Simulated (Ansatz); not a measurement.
Rows from a G0W0 calculation on SnO2 (Cassiterite) (Ansatz 0.2.0; G0W0 on PBE, plane waves, PAW; 4×4×6 mesh, 839 empty bands, screening to 299 eV, hard PAW files), in eV. Spin-orbit coupling is left out.

| row | Σx | Σc | Vxc | Z |
| --- | --- | --- | --- | --- |
| A | -26.45 | 4.48 | -20.77 | 0.75 |
| B | -14.47 | -3.66 | -18.59 | 0.82 |
| C | -12.13 | -4.95 | -17.82 | 0.80 |
| D | -27.19 | 4.79 | -21.14 | 0.75 |

**Question.** Which rows are filled states and which are empty ones, and how can one tell?

Filled: A and D. Empty: B and C. The sign of Σc tells: for a filled state bare exchange, which holds its interaction with itself, lies below Vxc (Σx − Vxc is -5.7 eV or lower here) and screening gives part back as a positive Σc. For an empty state Σx lies above Vxc (+4.1 eV or more) and the Coulomb hole leaves Σc negative.

[Runs of the session that timed out or met a known fault of the program may be left out.]

[Cells called generated may have been cut or substituted from an entry of the Crystallography Open Database or the Materials Project.]

[Hosts, paths, dates, database ids (printed as entryN), source tags and the programs' standing remarks are cut or masked in the printed files.]
